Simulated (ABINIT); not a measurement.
# Quasiparticle gap of RbCaH3 (Pm-3m) in ABINIT, part 2 of 2

How does a plane-wave GW calculation on RbCaH3 (Pm-3m) run from the first input to the gap?

ABINIT 10.8.3; LDA and many-body steps on it, plane waves. Known limits of the many-body steps: not at the basis limit; no spin-orbit coupling; coarse k mesh.

So far. Step 2 (Ground state): The gap is direct, at (0.500, 0.500, 0.000). Step 3 (Empty states on the mesh, 2×2×2 mesh, 53 bands): On this mesh the gap is 2.932 eV.

## (4) Screening, 2×2×2 mesh, 49 bands, screening to 87.1 eV

The RPA dielectric matrix is built and inverted for each q.

This step: RPA screening on LDA, plane waves, norm-conserving pseudopotentials.

Contents of run.abi:

```
acell 3*1.0 Angstrom
rprim 
  4.547000000000 0.000000000000 0.000000000000
  0.000000000000 4.547000000000 0.000000000000
  0.000000000000 0.000000000000 4.547000000000
ntypat 3
znucl 37 20 1
natom 5
typat 1 2 3 3 3
xred 
  0.000000000000 0.000000000000 0.000000000000
  0.500000000000 0.500000000000 0.500000000000
  0.000000000000 0.500000000000 0.500000000000
  0.500000000000 0.000000000000 0.500000000000
  0.500000000000 0.500000000000 0.000000000000
pp_dirpath "pseudos"
pseudos "Rb.upf, Ca.upf, H.upf"
ecut 31
ngkpt 2 2 2
nshiftk 1
shiftk 0 0 0
kptopt 1
chksymbreak 0
istwfk *1
occopt 1
irdwfk 1
optdriver 3
nband 49
ecuteps 3.2
inclvkb 2
awtr 1
symchi 1
indata_prefix "in"
outdata_prefix "out"
tmpdata_prefix "tmp"
```

The run is started by

```
> OMP_NUM_THREADS=1 mpirun -n 4 abinit run.abi > log
```

Numbers of over 12 decimals in the logs are rounded to 6 here.

What it wrote:

```text
.Version 10.8.3 of ABINIT. v10.8.2 released Aug 2026.

 Symmetries : space group Pm -3 m (#221); Bravais cP (primitive cubic)
[... echo of the input left out ...]
== DATASET  1 ==================================================================
-   mpi_nproc: 4, omp_nthreads: 1 (-1 if OMP is not activated)

--- !DatasetInfo
iteration_state: {dtset: 1, }
dimensions: {natom: 5, nkpt: 4, mband: 49, nsppol: 1, nspinor: 1, nspden: 1, mpw: 5248, }
cutoff_energies: {ecut:  31.0, pawecutdg:  -1.0, }
electrons: {nelect:   2.20000000E+01, charge:   0.00000000E+00, occopt:   1.00000000E+00, tsmear:   1.00000000E-02, }

 SCREENING: Calculation of the susceptibility and dielectric matrices

 Based on a program developped by R.W. Godby, V. Olevano, G. Onida, and L. Reining.
 Incorporated in ABINIT by V. Olevano, G.-M. Rignanese, and M. Torrent.
.Using double precision arithmetic ; gwpc =  8

[... cell and pseudopotentials left out ...]
--------------------------------------------------------------------------------

 ==== K-mesh for the wavefunctions ====
 Number of points in the irreducible wedge :     4
[... list of points left out ...]
 Together with 48 symmetry operations and time-reversal symmetry
 yields     8 points in the full Brillouin Zone.

 ==== Q-mesh for the screening function ====
 Number of points in the irreducible wedge :     4
[... list of points left out ...]
 Together with 48 symmetry operations and time-reversal symmetry
 yields     8 points in the full Brillouin Zone.

 setmesh: FFT mesh size selected  =    30x   30x   30
          total number of points  =        27000

 vcoul_init : cutoff-mode = AUXILIARY_FUNCTION
 q-points for optical limit:   1
     1)      0.000010    0.000020    0.000030

- screening: taking advantage of time-reversal symmetry
- Maximum band index for partially occupied states nbvw = 11
- Remaining bands to be divided among processors   nbcw = 38
- Number of bands treated by each node ~9

 Number of electrons calculated from density =   22.0000; Expected =   22.0000
 average of density, n =  0.034678
 r_s =    1.9023
 omega_plasma =   17.9631 [eV]

 calculating chi0 at frequencies [eV] :
  1    0.000000E+00    0.000000E+00
  2    0.000000E+00    1.796310E+01

--------------------------------------------------------------------------------
  q-point number  1        q = ( 0.000000, 0.000000, 0.000000) [r.l.u.]
--------------------------------------------------------------------------------
[... chi0 elements left out ...]
 For q-point:  0.000010 0.000020 0.000030
  dielectric constant =   3.7971
  dielectric constant without local fields =   4.2845

  Average fulfillment of the sum rule on Im[epsilon] for q-point    1 :     54.38  [%]
[... wings left out ...]
  q-point number  2        q = ( 0.500000, 0.000000, 0.000000) [r.l.u.]
--------------------------------------------------------------------------------
[... chi0 elements left out ...]
  Average fulfillment of the sum rule on Im[epsilon] for q-point    2 :     65.86  [%]

 [... 2 further q-points ...]
```

Elapsed: 5 s, on 4 MPI ranks of Arm Neoverse V1, shared host; peak memory 0.48 GiB.

Numbers from this step:

```
ε∞ with local fields, on this mesh, along the program's q direction : 3.797
the same without local fields                                       : 4.285
plasma frequency                                                    : 17.96 eV
plane waves in the screening matrix                                 : 171
```

Local fields lower ε∞ by 11 %. On a Γ-centred mesh this coarse the value itself is usually too large, while a short band sum pulls it down.

## (5) Self-energy, 2×2×2 mesh, 49 bands, screening to 87.1 eV

The self-energy is evaluated for the states that the input lists, and the levels follow from it, in one-shot runs by the linearised quasiparticle equation.

This step: G0W0 on LDA, plane waves, norm-conserving pseudopotentials.

run.abi, as its differences from that of step 4:

```diff
@@ -26,8 +26,17 @@
 irdwfk 1
-optdriver 3
+optdriver 4
 nband 49
+gwcalctyp 0
+ecutsigx 31
+symsigma 1
+nkptgw 2
+kptgw 
+  0.5000000000 0.5000000000 0.0000000000
+  0.0000000000 0.0000000000 0.0000000000
+bdgw 
+  10 14
+  10 14
 ecuteps 3.2
-inclvkb 2
-awtr 1
-symchi 1
+irdscr 1
+ppmodel 1
 indata_prefix "in"
```

What it wrote:

```text
.Version 10.8.3 of ABINIT. v10.8.2 released Aug 2026.

 Symmetries : space group Pm -3 m (#221); Bravais cP (primitive cubic)
[... echo of the input left out ...]
== DATASET  1 ==================================================================
-   mpi_nproc: 4, omp_nthreads: 1 (-1 if OMP is not activated)

--- !DatasetInfo
iteration_state: {dtset: 1, }
dimensions: {natom: 5, nkpt: 4, mband: 49, nsppol: 1, nspinor: 1, nspden: 1, mpw: 5248, }
cutoff_energies: {ecut:  31.0, pawecutdg:  -1.0, }
electrons: {nelect:   2.20000000E+01, charge:   0.00000000E+00, occopt:   1.00000000E+00, tsmear:   1.00000000E-02, }

 SIGMA: Calculation of the GW corrections

 Based on a program developped by R.W. Godby, V. Olevano, G. Onida, and L. Reining.
 Incorporated in ABINIT by V. Olevano, G.-M. Rignanese, and M. Torrent.
.Using double precision arithmetic ; gwpc =  8

[... cell and pseudopotentials left out ...]
--------------------------------------------------------------------------------

 ==== K-mesh for the wavefunctions ====
 Number of points in the irreducible wedge :     4
[... list of points left out ...]
 Together with 48 symmetry operations and time-reversal symmetry
 yields     8 points in the full Brillouin Zone.

 ==== Q-mesh for screening function ====
 Number of points in the irreducible wedge :     4
[... list of points left out ...]
 Together with 48 symmetry operations and time-reversal symmetry
 yields     8 points in the full Brillouin Zone.

 vcoul_init : cutoff-mode = AUXILIARY_FUNCTION
 q-points for optical limit:   1
     1)      0.000010    0.000020    0.000030
 setmesh: FFT mesh size selected  =    45x   45x   45
          total number of points  =        91125

 Number of electrons calculated from density =   22.0000; Expected =   22.0000
 average of density, n =  0.034678
 r_s =    1.9023
 omega_plasma =   17.9631 [eV]

 === KS Band Gaps ===
  >>>> For spin  1
   Minimum direct gap =   2.9320 [eV], located at k-point      :   0.5000  0.5000  0.0000
   Fundamental gap    =   2.9320 [eV], Top of valence bands at :   0.5000  0.5000  0.0000
                                       Bottom of conduction at :   0.5000  0.5000  0.0000
 SIGMA fundamental parameters:
 PLASMON POLE MODEL  1
 number of plane-waves for SigmaX                 5185
 number of plane-waves for SigmaC and W            171
 number of plane-waves for wavefunctions          5185
 number of bands                                    49
 number of independent spin polarizations            1
 number of spinorial components                      1
 number of k-points in IBZ                           4
 number of q-points in IBZ                           4
 number of symmetry operations                      48
 number of k-points in BZ                            8
 number of q-points in BZ                            8
 number of frequencies for dSigma/dE                 9
 frequency step for dSigma/dE [eV]                0.25
 number of omega for Sigma on real axis              0
 max omega for Sigma on real axis  [eV]           0.00
 zcut for avoiding poles [eV]                     0.10

 EPSILON^-1 parameters (SCR file):
 dimension of the eps^-1 matrix on file            171
 dimension of the eps^-1 matrix used               171
 number of plane-waves for wavefunctions          5185
 number of bands                                    49
 number of q-points in IBZ                           4
 number of frequencies                               2
 number of real frequencies                          1
 number of imag frequencies                          1

 matrix elements of self-energy operator (all in [eV])

 Perturbative Calculation

--- !SelfEnergy_ee
iteration_state: {dtset: 1, }
kpoint     : [   0.500,    0.500,    0.000, ]
spin       : 1
KS_gap     :    2.932
QP_gap     :    5.355
Delta_QP_KS:    2.423
data: !SigmaeeData |
     Band     E0 <VxcDFT>   SigX SigC(E0)      Z dSigC/dE  Sig(E)    E-E0       E
       10  -0.178 -10.559 -14.030   2.328   0.780  -0.282 -11.451  -0.892  -1.069
       11  -0.178 -10.559 -14.030   2.328   0.780  -0.282 -11.451  -0.892  -1.069
       12   2.754  -8.603  -3.729  -3.017   0.824  -0.213  -7.072   1.531   4.286
       13   4.654 -11.039  -4.859  -3.399   0.807  -0.240  -8.796   2.243   6.897
       14   4.654 -11.039  -4.859  -3.399   0.807  -0.240  -8.796   2.243   6.897

--- !SelfEnergy_ee
iteration_state: {dtset: 1, }
kpoint     : [   0.000,    0.000,    0.000, ]
spin       : 1
KS_gap     :    6.262
QP_gap     :    9.627
Delta_QP_KS:    3.365
data: !SigmaeeData |
     Band     E0 <VxcDFT>   SigX SigC(E0)      Z dSigC/dE  Sig(E)    E-E0       E
       10  -0.543 -10.628 -13.684   2.227   0.777  -0.288 -11.272  -0.644  -1.187
       11  -0.543 -10.628 -13.684   2.227   0.777  -0.288 -11.272  -0.644  -1.187
       12   5.719 -13.158  -5.920  -3.777   0.786  -0.272 -10.437   2.721   8.440
       13   5.719 -13.158  -5.920  -3.777   0.786  -0.272 -10.437   2.721   8.440
       14   5.719 -13.158  -5.920  -3.777   0.786  -0.272 -10.437   2.721   8.440

== END DATASET(S) ==============================================================
================================================================================

 -outvars: echo values of variables after computation  --------
           etotal      0.0000000000E+00
            nband          49
             nkpt           4
          spgroup         221
 [... the other variables as echoed above ...]

 Calculation completed.
```

Wall time 4.5 s (4 MPI ranks); peak memory 0.6 GiB.

This step gave:

```
G0W0 gap on the points computed              : 5.355 eV
starting gap on the mesh                     : 2.932 eV
k of the valence top                         : 0.5, 0.5, 0
k of the conduction bottom                   : 0.5, 0.5, 0
Z at the valence top                         : 0.78
Z at the conduction bottom                   : 0.824
least direct G0W0 gap on the computed points : 5.355 eV
```

The gap on the mesh goes from 2.93 eV to 5.35 eV, a correction of +2.42 eV.

Limits: finite bands, cutoff and mesh; no spin-orbit coupling; coarse k mesh. v1 is the top filled band, c1 the lowest empty one. The levels before and after the correction (eV, zero at the valence-band top of each column):

```tsv
	conduction bottom	valence top
Kohn-Sham	2.93	0.00
G0W0	5.36	0.00
```

```tsv
	level	energy (eV)
Kohn-Sham	(0.5 0.5 0) v2-v1	0.000
Kohn-Sham	(0.5 0.5 0) c1	2.932
Kohn-Sham	(0.5 0.5 0) c2-c3	4.832
G0W0	(0.5 0.5 0) v2-v1	0.000
G0W0	(0.5 0.5 0) c1	5.355
G0W0	(0.5 0.5 0) c2-c3	7.966
```

## (6) Where the time went

Times are wall times on 4 MPI ranks of Arm Neoverse V1, shared host, good to a factor of about two.

```tsv
step	time	share	memory (GiB)
ground state	13 s	38 %	0.32
empty states on the mesh	11 s	34 %	0.29
screening	5 s	15 %	0.48
self-energy	4.5 s	14 %	0.6
```

## (7) What came out

```
LDA gap              : 2.93 eV, direct
G0W0 gap on the mesh : 5.35 eV
GW settings          : 2×2×2 mesh, 49 bands, screening to 87.1 eV, Godby-Needs plasmon pole
known limits         : not at the basis limit; no spin-orbit coupling; coarse k mesh
```

In words: G0W0 moves the gap on the mesh from 2.93 eV to 5.35 eV (+2.42 eV), with Z of 0.78 and 0.82 at the edges. Local fields lower the RPA ε∞ on this mesh from 4.28 to 3.80; a Γ-centred mesh this coarse tends to raise both, most where the direct gap is narrow, while a short band sum lowers them. Only 2 of the mesh's irreducible points were corrected, so a valley elsewhere could overtake. Bands and cutoff are finite, so the gap is not at the basis limit. The miss can reach some tenths of an eV and take either sign; the mesh is an error of its own. In the G0W0 run levels were corrected at 2 k points alone, so a gap called «on the mesh» is the least over those, and an edge elsewhere would be missed. The 2×2×2 mesh is coarse for this cell, which bears on the long-range parts of exchange and screening. This is the ideal cubic cell; many perovskites, halides above all, are cubic only on average, and local tilts or off-centring can widen the gap. The many-body steps are scalar-relativistic: spin-orbit coupling is not in them.

[Paths, hosts, dates, memory and timing lines, banners, echoed tables and standing remarks are left out of the program output.]

[Logs are printed without paths, hosts, clocks, repeated set-up lines and the standing remarks that a program may print on its own settings, such as how far it seeks lower states.]

[Runs of the session that timed out or met a known fault of the program may be left out.]

[Hosts, paths, dates, database ids (printed as entryN), source tags and the programs' standing remarks are cut or masked in the printed files.]

[G0W0 gaps are taken among the corrected bands and points alone; a level outside them can change the order at an edge.]

[Where Ansatz stands beside ABINIT at settings called matched, ABINIT's density can come from a denser mesh and the files from another edition; pairs whose starting gaps differed by over 0.03 eV were left out, so agreement reads better than it is.]
